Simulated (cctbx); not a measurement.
# What resolution and counting buy: Tb5Ru2S12

Space group C2/m (no. 12), a = 14.9720 Å, b = 7.2030 Å, c = 8.8250 Å, α = 90.00°, β = 106.78°, γ = 90.00°.

```
atom  mult.       x       y       z  Ueq (Å²)
 Tb1      4  0.6902       0  0.3265    0.0034
 Tb2      4  0.6954       0  0.8606    0.0041
 Tb3      2       0       0       0    0.0038
 Ru1      4       0  0.2458     1/2    0.0057
  S1      4  0.5023     1/2  0.6861    0.0056
  S2      4  0.9999     1/2  0.3030    0.0049
  S3      8  0.6494  0.7504  0.0768    0.0053
  S4      8  0.8436  0.7348  0.4149    0.0063
```

The model is made up (kin elements in a known structure type, no relaxation), so it says nothing on whether the phase exists.

Five simulated data sets (cctbx; Ag Kα, λ = 0.56087 Å; 6 % proportional error) differ in resolution or exposure (noise floor 4 counts in the first three, 8 in the last two). Each is refined with the right model, isotropic at 1.1 Å and anisotropic otherwise. How do the figures of merit and the uncertainties move?

```
d min (Å)  top counts  ⟨I/σ⟩ (unmerged, absences included)  unique  param. (scale apart)   Rint      R1  GooF  largest s.u. xyz (fractional)  s.u. U of S1 (Å²)  largest error (Å)
      1.1        5000                                  4.6     392                    23  0.049  0.0238  0.93                        0.00056             0.0012             0.0095
     0.84        5000                                  4.1     863                    51  0.053  0.0255  0.93                        0.00034             0.0014             0.0083
      0.6        5000                                  3.4    2300                    51  0.060  0.0321  0.92                        0.00019             0.0006             0.0028
     0.75         300                                  0.7    1199                    51  0.353  0.1055  0.93                        0.00223             0.0073             0.0370
     0.75        3000                                  2.8    1199                    51  0.077  0.0372  0.93                        0.00042             0.0016             0.0069
```

The number of reflections grows roughly as 1/d³: 392, 863 and 2300 here. R1 follows the noise rather than the truth: at 300 counts it is 0.1055, at 3000 counts 0.0372, while GooF is 0.93 and 0.93: the weights 1/σ² carry the noise. The s.u. of U (U11 where anisotropic) for S1 goes 0.0012, 0.0014, 0.0006 Å² with resolution and 0.0073, 0.0016 Å² with exposure.

Hardware for the 0.6 Å refinement: 0.4 s on 1 thread of AMD EPYC 7B13 (Zen 3) (shared host), peak memory 0.09 GiB.

[Logs are printed without paths, hosts, clocks, repeated set-up lines and the standing remarks that a program may print on its own settings, such as how far it seeks lower states.]
